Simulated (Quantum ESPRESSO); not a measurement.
# Magnetic state of Cu2O (Cuprite) from several starts

A self-consistent run ends on one state, which hangs on the start. Several orders of Cu2O (Cuprite) are started in Quantum ESPRESSO and their energies compared.

Main program and level: Quantum ESPRESSO 7.5; LDA with U = 6 eV on Cu d (ortho-atomic projectors); plane waves with GBRV 1.5 LDA potentials, no spin-orbit coupling.

The database entry behind the starting cell differs from later determinations by our own check (0.1 to 0.3 % short, probably kX units), so it need not match the best structure at ambient conditions.

**1. Set-up**

It takes space group Pn-3m (No. 224, cubic). The conventional cell has a = 4.260 Å, b = 4.260 Å, c = 4.260 Å, α = 90.00°, β = 90.00°, γ = 90.00°. Nearest to Cu lie 2 O at 1.84 Å. Nearest to O lie 4 Cu at 1.84 Å. Farther neighbours and most contacts between anions are not listed.

The cell comes from the Crystallography Open Database.

**2. Start 1: ferro ++++**

The signs are those of the starting moments on the seeded atoms, the atoms that are given a moment.

The input, pw.in:

```
&CONTROL
  calculation = 'scf'
  prefix = 'pwscf'
  outdir = './tmp'
  pseudo_dir = './pseudo'
  disk_io = 'nowf'
/
&SYSTEM
  ibrav = 0
  celldm(1) = 8
  nat = 6
  ntyp = 2
  ecutwfc = 40
  ecutrho = 280
  nbnd = 58
  occupations = 'smearing'
  smearing = 'fd'
  degauss = 0.00367493
  nspin = 2
  starting_magnetization(1) = 0.0526
  starting_magnetization(2) = 0
/
&ELECTRONS
  conv_thr = 1.2d-08
  electron_maxstep = 150
  mixing_beta = 0.3
/
ATOMIC_SPECIES
Cu     63.5460 cu_lda_v1.2.uspp.F.UPF
O      15.9990 o_lda_v1.2.uspp.F.UPF
CELL_PARAMETERS alat
   1.0062791613632    0.0000000000000    0.0000000000000
   0.0000000000000    1.0062791613632    0.0000000000000
   0.0000000000000    0.0000000000000    1.0062791613632
ATOMIC_POSITIONS crystal
Cu      0.2500000000    0.2500000000    0.2500000000
Cu      0.2500000000    0.7500000000    0.7500000000
Cu      0.7500000000    0.7500000000    0.2500000000
Cu      0.7500000000    0.2500000000    0.7500000000
O       0.0000000000    0.0000000000    0.0000000000
O       0.5000000000    0.5000000000    0.5000000000
K_POINTS automatic
6 6 6 0 0 0
HUBBARD {ortho-atomic}
U Cu-3d 6.0000
```

Started as:

```console
$ OMP_NUM_THREADS=1 mpirun -n 4 pw.x -nk 4 -in pw.in > pw.out
```

The log of the run:

```text
Program PWSCF v.7.5 starts

     Message from routine setup:
     using ibrav=0 with symmetry is DISCOURAGED, use correct ibrav instead

     K-points division:     npool     =       4
     Subspace diagonalization in iterative solution of the eigenvalue problem:

     G-vector sticks info
     --------------------
     sticks:   dense  smooth     PW     G-vecs:    dense   smooth      PW
     Sum        1449     829    249                41347    17845    2969

     Using Slab Decomposition

     bravais-lattice index     =            0
     lattice parameter (alat)  =       8.0000  a.u.
     unit-cell volume          =     521.7055 (a.u.)^3
     number of atoms/cell      =            6
     number of atomic types    =            2
     number of electrons       =        88.00
     number of Kohn-Sham states=           58
     kinetic-energy cutoff     =      40.0000  Ry
     charge density cutoff     =     280.0000  Ry
     scf convergence threshold =      1.2E-08
     mixing beta               =       0.3000
     number of iterations used =            8  plain     mixing
     Exchange-correlation= SLA  PZ   NOGX NOGC
                           (   1   1   0   0   0   0   0)
     Hubbard projectors: ortho-atomic
     Hubbard parameters of DFT+U (Dudarev formulation) in eV:
     U(Cu-3d) =  6.0000

     Internal variables: lda_plus_u =T, lda_plus_u_kind = 0

     Internal variables: orbital_resolved =F, hub_pot_fix =F, apply_U = F

     celldm(1)=   8.000000  celldm(2)=   0.000000  celldm(3)=   0.000000
     celldm(4)=   0.000000  celldm(5)=   0.000000  celldm(6)=   0.000000

     crystal axes: (cart. coord. in units of alat)
               a(1) = (   1.006279   0.000000   0.000000 )
               a(2) = (   0.000000   1.006279   0.000000 )
               a(3) = (   0.000000   0.000000   1.006279 )

     reciprocal axes: (cart. coord. in units 2 pi/alat)
               b(1) = (  0.993760  0.000000  0.000000 )
               b(2) = (  0.000000  0.993760  0.000000 )
               b(3) = (  0.000000  0.000000  0.993760 )

     PseudoPot. # 1 for Cu read from file:
     cu_lda_v1.2.uspp.F.UPF
     Pseudo is Ultrasoft + core correction, Zval = 19.0
     Generated by new atomic code, or converted to UPF format
     Using radial grid of  867 points,  6 beta functions with:
                l(1) =   0
                l(2) =   0
                l(3) =   1
                l(4) =   1
                l(5) =   2
                l(6) =   2
     Q(r) pseudized with  8 coefficients,  rinner =    1.150   1.150   1.150
                                                       1.150   1.150

     PseudoPot. # 2 for O  read from file:
     o_lda_v1.2.uspp.F.UPF
     Pseudo is Ultrasoft + core correction, Zval =  6.0
     Generated by new atomic code, or converted to UPF format
     Using radial grid of  737 points,  5 beta functions with:
                l(1) =   0
                l(2) =   0
                l(3) =   1
                l(4) =   1
                l(5) =   2
     Q(r) pseudized with  8 coefficients,  rinner =    0.900   0.900   0.900
                                                       0.900   0.900

     atomic species   valence    mass     pseudopotential
     Cu               19.00    63.54600     Cu( 1.00)
     O                 6.00    15.99900     O ( 1.00)

     Starting magnetic structure
     atomic species   magnetization
     Cu              0.053
     O               0.000

     48 Sym. Ops., with inversion, found (24 have fractional translation)

   Cartesian axes

     site n.     atom                  positions (alat units)
         1        Cu     tau(   1) = (   0.2515698   0.2515698   0.2515698  )
         2        Cu     tau(   2) = (   0.2515698   0.7547094   0.7547094  )
         3        Cu     tau(   3) = (   0.7547094   0.7547094   0.2515698  )
         4        Cu     tau(   4) = (   0.7547094   0.2515698   0.7547094  )
         5        O      tau(   5) = (   0.0000000   0.0000000   0.0000000  )
         6        O      tau(   6) = (   0.5031396   0.5031396   0.5031396  )

     number of k points=    20  Fermi-Dirac smearing, width (Ry)=  0.0037
                       cart. coord. in units 2pi/alat
        k(    1) = (   0.0000000   0.0000000   0.0000000), wk =   0.0046296
        k(    2) = (   0.0000000   0.0000000   0.1656267), wk =   0.0277778
        k(    3) = (   0.0000000   0.0000000   0.3312533), wk =   0.0277778
        k(    4) = (   0.0000000   0.0000000  -0.4968800), wk =   0.0138889
        k(    5) = (   0.0000000   0.1656267   0.1656267), wk =   0.0555556
        [... 15 further k-points ...]

     Dense  grid:    41347 G-vectors     FFT dimensions: (  48,  48,  48)

     Smooth grid:    17845 G-vectors     FFT dimensions: (  36,  36,  36)

     Check: negative core charge=   -0.000002
     Generating pointlists ...
     new r_m :   0.1797 (alat units)  1.4379 (a.u.) for type    1
     new r_m :   0.1797 (alat units)  1.4379 (a.u.) for type    2

     Initial potential from superposition of free atoms

     starting charge      84.0000, renormalised to      88.0000

     STARTING HUBBARD OCCUPATIONS:

     =================== HUBBARD OCCUPATIONS ===================
     ------------------------ ATOM    1 ------------------------
     Tr[ns(  1)] (up, down, total) =   5.00000  3.00000  8.00000
     Atomic magnetic moment for atom   1 =   2.00000
     [... lines left out ...]
     ------------------------ ATOM    2 ------------------------
     Tr[ns(  2)] (up, down, total) =   5.00000  3.00000  8.00000
     Atomic magnetic moment for atom   2 =   2.00000
     [... lines left out ...]
     ------------------------ ATOM    3 ------------------------
     Tr[ns(  3)] (up, down, total) =   5.00000  3.00000  8.00000
     Atomic magnetic moment for atom   3 =   2.00000
     [... lines left out ...]
     ------------------------ ATOM    4 ------------------------
     Tr[ns(  4)] (up, down, total) =   5.00000  3.00000  8.00000
     Atomic magnetic moment for atom   4 =   2.00000
     [... lines left out ...]
     Number of occupied Hubbard levels =   32.0000

     Atomic wfc used for Hubbard projectors are orthogonalized

     Starting wfcs are   60 randomized atomic wfcs

     Self-consistent Calculation

     iteration #  1     ecut=    40.00 Ry     beta= 0.30
     Davidson diagonalization with overlap
     ethr =  1.00E-02,  avg # of iterations =  4.1

     =================== HUBBARD OCCUPATIONS ===================
     ------------------------ ATOM    1 ------------------------
     Tr[ns(  1)] (up, down, total) =   4.59042  3.55816  8.14858
     Atomic magnetic moment for atom   1 =   1.03226
     [... lines left out ...]
     ------------------------ ATOM    2 ------------------------
     Tr[ns(  2)] (up, down, total) =   4.59042  3.55816  8.14858
     Atomic magnetic moment for atom   2 =   1.03226
     [... lines left out ...]
     ------------------------ ATOM    3 ------------------------
     Tr[ns(  3)] (up, down, total) =   4.59042  3.55816  8.14858
     Atomic magnetic moment for atom   3 =   1.03226
     [... lines left out ...]
     ------------------------ ATOM    4 ------------------------
     Tr[ns(  4)] (up, down, total) =   4.59042  3.55816  8.14858
     Atomic magnetic moment for atom   4 =   1.03226
     [... lines left out ...]
     Number of occupied Hubbard levels =   32.5943

     total energy              =   -1673.63507913 Ry
     estimated scf accuracy    <      13.30336202 Ry

     total magnetization       =     3.95 Bohr mag/cell
     absolute magnetization    =     4.54 Bohr mag/cell

     iteration #  2     ecut=    40.00 Ry     beta= 0.30
     Davidson diagonalization with overlap
     ethr =  1.00E-02,  avg # of iterations =  2.9

     total energy              =   -1677.80722893 Ry
     estimated scf accuracy    <       4.21318815 Ry

     total magnetization       =     0.01 Bohr mag/cell
     absolute magnetization    =     0.86 Bohr mag/cell

     iteration #  3     ecut=    40.00 Ry     beta= 0.30
     Davidson diagonalization with overlap
     ethr =  4.79E-03,  avg # of iterations =  1.1

     total energy              =   -1678.01767423 Ry
     estimated scf accuracy    <       0.76055053 Ry

     total magnetization       =     0.11 Bohr mag/cell
     absolute magnetization    =     1.28 Bohr mag/cell

     [... further iterations left out ...]

     iteration # 13     ecut=    40.00 Ry     beta= 0.30
     Davidson diagonalization with overlap
     ethr =  2.12E-09,  avg # of iterations =  2.5

     total energy              =   -1678.20303379 Ry
     estimated scf accuracy    <       0.00000054 Ry

     total magnetization       =     0.00 Bohr mag/cell
     absolute magnetization    =     0.00 Bohr mag/cell

     iteration # 14     ecut=    40.00 Ry     beta= 0.30
     Davidson diagonalization with overlap
     ethr =  6.16E-10,  avg # of iterations =  2.1

     total energy              =   -1678.20303387 Ry
     estimated scf accuracy    <       0.00000014 Ry

     total magnetization       =    -0.00 Bohr mag/cell
     absolute magnetization    =     0.00 Bohr mag/cell

     iteration # 15     ecut=    40.00 Ry     beta= 0.30
     Davidson diagonalization with overlap
     ethr =  1.54E-10,  avg # of iterations =  2.0

     total energy              =   -1678.20303388 Ry
     estimated scf accuracy    <       0.00000002 Ry

     total magnetization       =     0.00 Bohr mag/cell
     absolute magnetization    =     0.00 Bohr mag/cell

     iteration # 16     ecut=    40.00 Ry     beta= 0.30
     Davidson diagonalization with overlap
     ethr =  2.06E-11,  avg # of iterations =  1.7

     Magnetic moment per site  (integrated on atomic sphere of radius R)
     atom   1 (R=0.180)  charge= 16.2807  magn= -0.0000
     atom   2 (R=0.180)  charge= 16.2807  magn= -0.0000
     atom   3 (R=0.180)  charge= 16.2807  magn= -0.0000
     atom   4 (R=0.180)  charge= 16.2807  magn= -0.0000
     atom   5 (R=0.180)  charge=  5.1001  magn=  0.0000
     atom   6 (R=0.180)  charge=  5.1001  magn=  0.0000

     End of self-consistent calculation

     =================== HUBBARD OCCUPATIONS ===================
     ------------------------ ATOM    1 ------------------------
     Tr[ns(  1)] (up, down, total) =   4.75731  4.75731  9.51461
     Atomic magnetic moment for atom   1 =  -0.00000
     [... lines left out ...]
     ------------------------ ATOM    2 ------------------------
     Tr[ns(  2)] (up, down, total) =   4.75731  4.75731  9.51461
     Atomic magnetic moment for atom   2 =  -0.00000
     [... lines left out ...]
     ------------------------ ATOM    3 ------------------------
     Tr[ns(  3)] (up, down, total) =   4.75731  4.75731  9.51461
     Atomic magnetic moment for atom   3 =  -0.00000
     [... lines left out ...]
     ------------------------ ATOM    4 ------------------------
     Tr[ns(  4)] (up, down, total) =   4.75731  4.75731  9.51461
     Atomic magnetic moment for atom   4 =  -0.00000
     [... lines left out ...]
     Number of occupied Hubbard levels =   38.0585

     [... lines left out ...]
     the Fermi energy is     9.8342 ev

!    total energy              =   -1678.20303388 Ry
     estimated scf accuracy    <          9.6E-10 Ry
     smearing contrib. (-TS)   =      -0.00000023 Ry
     internal energy E=F+TS    =   -1678.20303365 Ry

     The total energy is F=E-TS. E is the sum of the following terms:
     one-electron contribution =   -1306.34377840 Ry
     hartree contribution      =     695.81107841 Ry
     xc contribution           =    -167.67951562 Ry
     ewald contribution        =    -900.37744048 Ry
     Hubbard energy            =       0.38662244 Ry

     total magnetization       =    -0.00 Bohr mag/cell
     absolute magnetization    =     0.00 Bohr mag/cell

     convergence has been achieved in  16 iterations

=------------------------------------------------------------------------------=
   JOB DONE.
=------------------------------------------------------------------------------=
```

It took 40 s on 4 MPI ranks of Intel Xeon Platinum 8259CL at 2.50GHz (Skylake/Cascade Lake), shared host; peak memory 0.56 GiB; 2.7 min of CPU time.

The spin moment in the atom's sphere vanishes on all atoms.

Numbers from this step:

```
smearing term TS       : 3.12e-6 eV
magnetization          : 0 μB
absolute magnetization : 0 μB
final state            : non-magnetic
```

Valence density in the ac plane at fractional y = 0.250, with atoms of Cu within 0.2 Å of it. It is the smooth field of the valence electrons, not physical close to the nuclei.

Ten steps, logarithmic in the rise over the least value, from '_' (0 e/Å³) to '@' (61 e/Å³), each cell a mean:
```
__________________........__
________________..--++++::..
________________::**@@%%++..
________________--##@@@@++..
________________::++##**--..
________________..::--::..__
____________________________
____........________________
__..--++++::..______________
__::**@@%%++..______________
__--##@@@@++..______________
__::++##**--..______________
__..::--::..________________
____________________________
```
Columns run along a (4.3 Å), rows up along c (4.3 Å). Atoms in or near the plane, at fractional coordinates: Cu at (0.25, 0.25), Cu at (0.75, 0.75).

(Continued in part 2 of 2.)

[Logs and program files are shortened in this print: banners, set-up blocks, solver, clock and traceback lines can be left out without a mark of their own.]

[Logs are printed without paths, hosts, clocks, repeated set-up lines and the standing remarks that a program may print on its own settings, such as how far it seeks lower states.]

[Hosts, paths, dates, database ids (printed as entryN), source tags and the programs' standing remarks are cut or masked in the printed files.]

[Where a cell is said to come from a database of computed structures, the database is the Materials Project.]
